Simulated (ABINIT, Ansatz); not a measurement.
**CsPbBr3 (Pm-3m): G0W0 on several meshes in ABINIT**

Aim: the GW shift of CsPbBr3 (Pm-3m) against the k mesh.

Program: ABINIT 10.8.3. Level of theory: PBE and many-body steps on it, plane waves. Results are calculated unless marked as measured.

### Step 1. Set-up

It takes space group Pm-3m (No. 221, cubic). Conventional cell: a = 5.949 Å, b = 5.949 Å, c = 5.949 Å, α = 90.00°, β = 90.00°, γ = 90.00°. Nearest to Cs lie 12 Br at 4.21 Å. Nearest to Pb lie 6 Br at 2.97 Å. Nearest to Br lie 2 Pb at 2.97 Å and 4 Cs at 4.21 Å. Farther neighbours and most contacts between anions are not listed.

The cell and positions are those that the Materials Project relaxed with its own functionals (PBE, PBE+U or r2SCAN), kept fixed. Spin-orbit coupling is left out unless a step names it.

### Step 2. Empty states on the mesh, 2×2×2 mesh, 582 bands

This step: ABINIT 10.8.3; DFT, PBE, plane waves, norm-conserving pseudopotentials.

The sums over transitions need many empty states on a uniform mesh; this step solves for them.

run.abi reads:

```
acell 3*1.0 Angstrom
rprim 
  5.948630820000 0.000000000000 0.000000000000
  0.000000000000 5.948630820000 0.000000000000
  0.000000000000 0.000000000000 5.948630820000
ntypat 3
znucl 55 82 35
natom 5
typat 1 2 3 3 3
xred 
  0.000000000000 0.000000000000 0.000000000000
  0.500000000000 0.500000000000 0.500000000000
  0.500000000000 0.500000000000 0.000000000000
  0.500000000000 0.000000000000 0.500000000000
  0.000000000000 0.500000000000 0.500000000000
pp_dirpath "pseudos"
pseudos "Cs.upf, Pb.upf, Br.upf"
ecut 34
ngkpt 2 2 2
nshiftk 1
shiftk 0 0 0
kptopt 1
chksymbreak 0
iscf -2
irdden 1
istwfk *1
nband 582
nbdbuf 52
tolwfr 1e-09
nstep 60
prtvol 0
indata_prefix "in"
outdata_prefix "out"
tmpdata_prefix "tmp"
```

Started as:

```console
> OMP_NUM_THREADS=1 mpirun -n 4 abinit run.abi > log
```

Numbers of over 12 decimals in the logs are rounded to 6 here.

The program printed:

```text
.Version 10.8.3 of ABINIT. v10.8.2 released Aug 2026.

 Symmetries : space group Pm -3 m (#221); Bravais cP (primitive cubic)
[... echo of the input left out ...]
== DATASET  1 ==================================================================
-   mpi_nproc: 4, omp_nthreads: 1 (-1 if OMP is not activated)

--- !DatasetInfo
iteration_state: {dtset: 1, }
dimensions: {natom: 5, nkpt: 4, mband: 582, nsppol: 1, nspinor: 1, nspden: 1, mpw: 13512, }
cutoff_energies: {ecut:  34.0, pawecutdg:  -1.0, }
[...]
3.80792    3.80793    3.81860    3.82515    3.82528    3.83447    3.83450    3.83461
   3.84252    3.84266    3.85097    3.85123    3.85234    3.86150    3.86771    3.86950
   3.87329    3.88369    3.88654    3.89051    3.89384    3.89798
 prteigrs : prtvol=0 or 1, do not print more k-points.

== END DATASET(S) ==============================================================
================================================================================

 -outvars: echo values of variables after computation  --------
            nband         582
             nkpt           4
          spgroup         221
 [... the other variables as echoed above ...]

 Calculation completed.
```

It took 15 min on 4 MPI ranks of Arm Neoverse V1, shared host; peak memory 1.1 GiB; 58 min of CPU time.

This step gave:

```
gap                                                           : 1.690 eV
k of the valence top                                          : 0.5, 0.5, 0.5
k of the conduction bottom                                    : 0.5, 0.5, 0.5
least direct gap                                              : 1.690 eV
k points computed                                             : 4
lowest point of the top converged band, above the valence top : 95.5675 eV
```

On this mesh the gap is 1.690 eV.

The density comes from a self-consistent run that is not shown.

### Step 3. Screening, 2×2×2 mesh, 240 bands, screening to 141.5 eV

The RPA dielectric matrix is built and inverted for each q.

This step: RPA screening on PBE, plane waves, norm-conserving pseudopotentials.

run.abi, as its differences from that of step 2:

```diff
@@ -23,10 +23,11 @@
 chksymbreak 0
-iscf -2
-irdden 1
 istwfk *1
-nband 582
-nbdbuf 52
-tolwfr 1e-09
-nstep 60
-prtvol 0
+occopt 1
+irdwfk 1
+optdriver 3
+nband 240
+ecuteps 5.2
+inclvkb 2
+awtr 1
+symchi 1
 indata_prefix "in"
```

The program printed:

```text
.Version 10.8.3 of ABINIT. v10.8.2 released Aug 2026.

 Symmetries : space group Pm -3 m (#221); Bravais cP (primitive cubic)
[... echo of the input left out ...]
== DATASET  1 ==================================================================
-   mpi_nproc: 4, omp_nthreads: 1 (-1 if OMP is not activated)

--- !DatasetInfo
iteration_state: {dtset: 1, }
dimensions: {natom: 5, nkpt: 4, mband: 240, nsppol: 1, nspinor: 1, nspden: 1, mpw: 13512, }
cutoff_energies: {ecut:  34.0, pawecutdg:  -1.0, }
electrons: {nelect:   8.20000000E+01, charge:   0.00000000E+00, occopt:   1.00000000E+00, tsmear:   1.00000000E-02, }

 SCREENING: Calculation of the susceptibility and dielectric matrices

 Based on a program developped by R.W. Godby, V. Olevano, G. Onida, and L. Reining.
 Incorporated in ABINIT by V. Olevano, G.-M. Rignanese, and M. Torrent.
.Using double precision arithmetic ; gwpc =  8

[... cell and pseudopotentials left out ...]
--------------------------------------------------------------------------------

 ==== K-mesh for the wavefunctions ====
 Number of points in the irreducible wedge :     4
[... list of points left out ...]
 Together with 48 symmetry operations and time-reversal symmetry
 yields     8 points in the full Brillouin Zone.

 ==== Q-mesh for the screening function ====
 Number of points in the irreducible wedge :     4
[... list of points left out ...]
 Together with 48 symmetry operations and time-reversal symmetry
 yields     8 points in the full Brillouin Zone.

 setmesh: FFT mesh size selected  =    45x   45x   45
          total number of points  =        91125

 vcoul_init : cutoff-mode = AUXILIARY_FUNCTION
 q-points for optical limit:   1
     1)      0.000010    0.000020    0.000030

- screening: taking advantage of time-reversal symmetry
- Maximum band index for partially occupied states nbvw = 41
- Remaining bands to be divided among processors   nbcw = 199
- Number of bands treated by each node ~49

 Number of electrons calculated from density =   82.0000; Expected =   82.0000
 average of density, n =  0.057725
 r_s =    1.6051
 omega_plasma =   23.1760 [eV]

 calculating chi0 at frequencies [eV] :
  1    0.000000E+00    0.000000E+00
  2    0.000000E+00    2.317601E+01

--------------------------------------------------------------------------------
  q-point number  1        q = ( 0.000000, 0.000000, 0.000000) [r.l.u.]
--------------------------------------------------------------------------------
[... chi0 elements left out ...]
 For q-point:  0.000010 0.000020 0.000030
  dielectric constant =   9.0801
  dielectric constant without local fields =  10.3048

  Average fulfillment of the sum rule on Im[epsilon] for q-point    1 :     54.87  [%]
[... wings left out ...]
  q-point number  2        q = ( 0.500000, 0.000000, 0.000000) [r.l.u.]
--------------------------------------------------------------------------------
[... chi0 elements left out ...]
  Average fulfillment of the sum rule on Im[epsilon] for q-point    2 :     59.36  [%]

 [... 2 further q-points ...]
```

Run time: 3.7 min. Hardware: 4 MPI ranks; peak memory 3.3 GiB.

Numbers from this step:

| Property | Result |
| --- | --- |
| ε∞ with local fields, on this mesh, along the program's q direction | 9.080 |
| the same without local fields | 10.30 |
| plasma frequency | 23.18 eV |
| plane waves in the screening matrix | 799 |

Local fields lower ε∞ by 12 %. On a Γ-centred mesh this coarse the value itself is usually too large, while a short band sum pulls it down.

### Step 4. 2×2×2

The self-energy is evaluated for the states that the input lists, and the levels follow from it, in one-shot runs by the linearised quasiparticle equation.

This step: G0W0 on PBE, plane waves, norm-conserving pseudopotentials.

run.abi, as its differences from that of step 3:

```diff
@@ -26,8 +26,17 @@
 irdwfk 1
-optdriver 3
+optdriver 4
 nband 240
+gwcalctyp 0
+ecutsigx 34
+symsigma 1
+nkptgw 2
+kptgw 
+  0.5000000000 0.5000000000 0.5000000000
+  0.0000000000 0.0000000000 0.0000000000
+bdgw 
+  38 44
+  39 44
 ecuteps 5.2
-inclvkb 2
-awtr 1
-symchi 1
+irdscr 1
+ppmodel 1
 indata_prefix "in"
```

The program printed:

```text
.Version 10.8.3 of ABINIT. v10.8.2 released Aug 2026.

 Symmetries : space group Pm -3 m (#221); Bravais cP (primitive cubic)
[... echo of the input left out ...]
== DATASET  1 ==================================================================
-   mpi_nproc: 4, omp_nthreads: 1 (-1 if OMP is not activated)

--- !DatasetInfo
iteration_state: {dtset: 1, }
dimensions: {natom: 5, nkpt: 4, mband: 240, nsppol: 1, nspinor: 1, nspden: 1, mpw: 13512, }
cutoff_energies: {ecut:  34.0, pawecutdg:  -1.0, }
electrons: {nelect:   8.20000000E+01, charge:   0.00000000E+00, occopt:   1.00000000E+00, tsmear:   1.00000000E-02, }

 SIGMA: Calculation of the GW corrections

 Based on a program developped by R.W. Godby, V. Olevano, G. Onida, and L. Reining.
 Incorporated in ABINIT by V. Olevano, G.-M. Rignanese, and M. Torrent.
.Using double precision arithmetic ; gwpc =  8

[... cell and pseudopotentials left out ...]
--------------------------------------------------------------------------------

 ==== K-mesh for the wavefunctions ====
 Number of points in the irreducible wedge :     4
[... list of points left out ...]
 Together with 48 symmetry operations and time-reversal symmetry
 yields     8 points in the full Brillouin Zone.

 ==== Q-mesh for screening function ====
 Number of points in the irreducible wedge :     4
[... list of points left out ...]
 Together with 48 symmetry operations and time-reversal symmetry
 yields     8 points in the full Brillouin Zone.

 vcoul_init : cutoff-mode = AUXILIARY_FUNCTION
 q-points for optical limit:   1
     1)      0.000010    0.000020    0.000030
 setmesh: FFT mesh size selected  =    60x   60x   60
          total number of points  =       216000

 Number of electrons calculated from density =   82.0000; Expected =   82.0000
 average of density, n =  0.057725
 r_s =    1.6051
 omega_plasma =   23.1760 [eV]

 === KS Band Gaps ===
  >>>> For spin  1
   Minimum direct gap =   1.6898 [eV], located at k-point      :   0.5000  0.5000  0.5000
   Fundamental gap    =   1.6898 [eV], Top of valence bands at :   0.5000  0.5000  0.5000
                                       Bottom of conduction at :   0.5000  0.5000  0.5000
 SIGMA fundamental parameters:
 PLASMON POLE MODEL  1
 number of plane-waves for SigmaX                13397
 number of plane-waves for SigmaC and W            799
 number of plane-waves for wavefunctions         13397
 number of bands                                   240
 number of independent spin polarizations            1
 number of spinorial components                      1
 number of k-points in IBZ                           4
 number of q-points in IBZ                           4
 number of symmetry operations                      48
 number of k-points in BZ                            8
 number of q-points in BZ                            8
 number of frequencies for dSigma/dE                 9
 frequency step for dSigma/dE [eV]                0.25
 number of omega for Sigma on real axis              0
 max omega for Sigma on real axis  [eV]           0.00
 zcut for avoiding poles [eV]                     0.10

 EPSILON^-1 parameters (SCR file):
 dimension of the eps^-1 matrix on file            799
 dimension of the eps^-1 matrix used               799
 number of plane-waves for wavefunctions         13397
 number of bands                                   240
 number of q-points in IBZ                           4
 number of frequencies                               2
 number of real frequencies                          1
 number of imag frequencies                          1

 matrix elements of self-energy operator (all in [eV])

 Perturbative Calculation

--- !SelfEnergy_ee
iteration_state: {dtset: 1, }
kpoint     : [   0.500,    0.500,    0.500, ]
spin       : 1
KS_gap     :    1.690
QP_gap     :    3.396
Delta_QP_KS:    1.707
data: !SigmaeeData |
     Band     E0 <VxcDFT>   SigX SigC(E0)      Z dSigC/dE  Sig(E)    E-E0       E
       38   0.404 -14.484 -19.508   2.914   0.786  -0.273 -16.142  -1.658  -1.254
       39   0.404 -14.484 -19.508   2.914   0.786  -0.273 -16.142  -1.658  -1.254
       40   0.404 -14.484 -19.508   2.914   0.786  -0.273 -16.142  -1.658  -1.254
       41   1.844 -15.662 -18.899   1.878   0.799  -0.251 -16.748  -1.086   0.759
       42   3.534 -10.454  -6.594  -3.101   0.818  -0.223  -9.833   0.621   4.155
       43   3.534 -10.454  -6.594  -3.101   0.818  -0.223  -9.833   0.621   4.155
[...]
--- !SelfEnergy_ee
iteration_state: {dtset: 1, }
kpoint     : [   0.000,    0.000,    0.000, ]
spin       : 1
KS_gap     :    4.986
QP_gap     :    6.742
Delta_QP_KS:    1.757
data: !SigmaeeData |
     Band     E0 <VxcDFT>   SigX SigC(E0)      Z dSigC/dE  Sig(E)    E-E0       E
[...]
42   5.036  -6.287  -2.907  -3.210   0.843  -0.187  -6.144   0.143   5.179
       43   6.198  -6.375  -2.776  -3.166   0.842  -0.187  -6.010   0.365   6.563
       44   6.198  -6.375  -2.776  -3.166   0.842  -0.187  -6.010   0.365   6.563

== END DATASET(S) ==============================================================
================================================================================

 -outvars: echo values of variables after computation  --------
           etotal      0.0000000000E+00
            nband         240
             nkpt           4
          spgroup         221
 [... the other variables as echoed above ...]

 Calculation completed.
```

Wall time 1.7 min (4 MPI ranks); peak memory 2.9 GiB.

Numbers from this step:

- G0W0 gap on the points computed: 3.396 eV
- starting gap on the mesh: 1.690 eV
- k of the valence top: 0.5, 0.5, 0.5
- k of the conduction bottom: 0.5, 0.5, 0.5
- Z at the valence top: 0.799
- Z at the conduction bottom: 0.818
- least direct G0W0 gap on the computed points: 3.396 eV

The gap on the mesh goes from 1.69 eV to 3.40 eV, a correction of +1.71 eV.

### Step 5. Empty states on the mesh, 4×4×4 mesh, 264 bands

This step: DFT, PBE, plane waves, norm-conserving pseudopotentials.

run.abi, as its differences from that of step 4:

```diff
@@ -18,3 +18,3 @@
 ecut 34
-ngkpt 2 2 2
+ngkpt 4 4 4
 nshiftk 1
@@ -23,20 +23,10 @@
 chksymbreak 0
+iscf -2
+irdden 1
 istwfk *1
-occopt 1
-irdwfk 1
-optdriver 4
-nband 240
-gwcalctyp 0
-ecutsigx 34
-symsigma 1
-nkptgw 2
-kptgw 
-  0.5000000000 0.5000000000 0.5000000000
-  0.0000000000 0.0000000000 0.0000000000
-bdgw 
-  38 44
-  39 44
-ecuteps 5.2
-irdscr 1
-ppmodel 1
+nband 264
+nbdbuf 24
+tolwfr 1e-09
+nstep 60
+prtvol 0
 indata_prefix "in"
```

The program printed:

```text
.Version 10.8.3 of ABINIT. v10.8.2 released Aug 2026.

 Symmetries : space group Pm -3 m (#221); Bravais cP (primitive cubic)
[... echo of the input left out ...]
== DATASET  1 ==================================================================
-   mpi_nproc: 4, omp_nthreads: 1 (-1 if OMP is not activated)

--- !DatasetInfo
iteration_state: {dtset: 1, }
dimensions: {natom: 5, nkpt: 10, mband: 264, nsppol: 1, nspinor: 1, nspden: 1, mpw: 13512, }
cutoff_energies: {ecut:  34.0, pawecutdg:  -1.0, }
[...]
2.02724    2.02911    2.02911    2.04584    2.04587    2.04603    2.04987    2.05001
   2.05014    2.06907    2.06939    2.06991    2.07016    2.07192    2.07406    2.07761
 prteigrs : prtvol=0 or 1, do not print more k-points.

== END DATASET(S) ==============================================================
================================================================================

 -outvars: echo values of variables after computation  --------
            nband         264
             nkpt          10
          spgroup         221
 [... the other variables as echoed above ...]

 Calculation completed.
```

Run time: 11 min. Hardware: 4 MPI ranks; peak memory 0.92 GiB; 45 min of CPU time.

This step gave:

- gap: 1.690 eV
- k of the valence top: 0.5, 0.5, 0.5
- k of the conduction bottom: 0.5, 0.5, 0.5
- least direct gap: 1.690 eV
- k points computed: 10
- lowest point of the top converged band, above the valence top: 49.70 eV

On this mesh the gap is 1.690 eV.

### Step 6. Screening, 4×4×4 mesh, 240 bands, screening to 141.5 eV

This step: RPA screening on PBE, plane waves, norm-conserving pseudopotentials.

run.abi, as its differences from that of step 5:

```diff
@@ -23,10 +23,11 @@
 chksymbreak 0
-iscf -2
-irdden 1
 istwfk *1
-nband 264
-nbdbuf 24
-tolwfr 1e-09
-nstep 60
-prtvol 0
+occopt 1
+irdwfk 1
+optdriver 3
+nband 240
+ecuteps 5.2
+inclvkb 2
+awtr 1
+symchi 1
 indata_prefix "in"
```

The program printed:

```text
.Version 10.8.3 of ABINIT. v10.8.2 released Aug 2026.

 Symmetries : space group Pm -3 m (#221); Bravais cP (primitive cubic)
[... echo of the input left out ...]
== DATASET  1 ==================================================================
-   mpi_nproc: 4, omp_nthreads: 1 (-1 if OMP is not activated)

--- !DatasetInfo
iteration_state: {dtset: 1, }
dimensions: {natom: 5, nkpt: 10, mband: 240, nsppol: 1, nspinor: 1, nspden: 1, mpw: 13512, }
cutoff_energies: {ecut:  34.0, pawecutdg:  -1.0, }
electrons: {nelect:   8.20000000E+01, charge:   0.00000000E+00, occopt:   1.00000000E+00, tsmear:   1.00000000E-02, }

 SCREENING: Calculation of the susceptibility and dielectric matrices

 Based on a program developped by R.W. Godby, V. Olevano, G. Onida, and L. Reining.
 Incorporated in ABINIT by V. Olevano, G.-M. Rignanese, and M. Torrent.
.Using double precision arithmetic ; gwpc =  8

[... cell and pseudopotentials left out ...]
--------------------------------------------------------------------------------

 ==== K-mesh for the wavefunctions ====
 Number of points in the irreducible wedge :    10
[... list of points left out ...]
 Together with 48 symmetry operations and time-reversal symmetry
 yields    64 points in the full Brillouin Zone.

 ==== Q-mesh for the screening function ====
 Number of points in the irreducible wedge :    10
[... list of points left out ...]
 Together with 48 symmetry operations and time-reversal symmetry
 yields    64 points in the full Brillouin Zone.

 setmesh: FFT mesh size selected  =    45x   45x   45
          total number of points  =        91125

 vcoul_init : cutoff-mode = AUXILIARY_FUNCTION
 q-points for optical limit:   1
     1)      0.000010    0.000020    0.000030

- screening: taking advantage of time-reversal symmetry
- Maximum band index for partially occupied states nbvw = 41
- Remaining bands to be divided among processors   nbcw = 199
- Number of bands treated by each node ~49

 Number of electrons calculated from density =   82.0000; Expected =   82.0000
 average of density, n =  0.057725
 r_s =    1.6051
 omega_plasma =   23.1760 [eV]

 calculating chi0 at frequencies [eV] :
  1    0.000000E+00    0.000000E+00
  2    0.000000E+00    2.317601E+01

--------------------------------------------------------------------------------
  q-point number  1        q = ( 0.000000, 0.000000, 0.000000) [r.l.u.]
--------------------------------------------------------------------------------
[... chi0 elements left out ...]
 For q-point:  0.000010 0.000020 0.000030
  dielectric constant =   5.1832
  dielectric constant without local fields =   5.8873

  Average fulfillment of the sum rule on Im[epsilon] for q-point    1 :     54.78  [%]
[... wings left out ...]
  q-point number  2        q = ( 0.250000, 0.000000, 0.000000) [r.l.u.]
--------------------------------------------------------------------------------
[... chi0 elements left out ...]
  Average fulfillment of the sum rule on Im[epsilon] for q-point    2 :     62.97  [%]

 [... 8 further q-points ...]
```

Run time: 33 min. Hardware: 4 MPI ranks; peak memory 6.8 GiB; 2.2 h of CPU time.

Numbers from this step:

| Item | Value |
| --- | --- |
| ε∞ with local fields, on this mesh, along the program's q direction | 5.183 |
| the same without local fields | 5.887 |
| plasma frequency | 23.18 eV |
| plane waves in the screening matrix | 799 |

(Continued in part 2 of 2.)

[Paths, hosts, dates, memory and timing lines, banners, echoed tables and standing remarks are left out of the program output.]

[Logs are printed without paths, hosts, clocks, repeated set-up lines and the standing remarks that a program may print on its own settings, such as how far it seeks lower states.]

[Runs of the session that timed out or met a known fault of the program may be left out.]

[Hosts, paths, dates, database ids (printed as entryN), source tags and the programs' standing remarks are cut or masked in the printed files.]

[G0W0 gaps are taken among the corrected bands and points alone; a level outside them can change the order at an edge.]

[Where Ansatz stands beside ABINIT at settings called matched, ABINIT's density can come from a denser mesh and the files from another edition; pairs whose starting gaps differed by over 0.03 eV were left out, so agreement reads better than it is.]
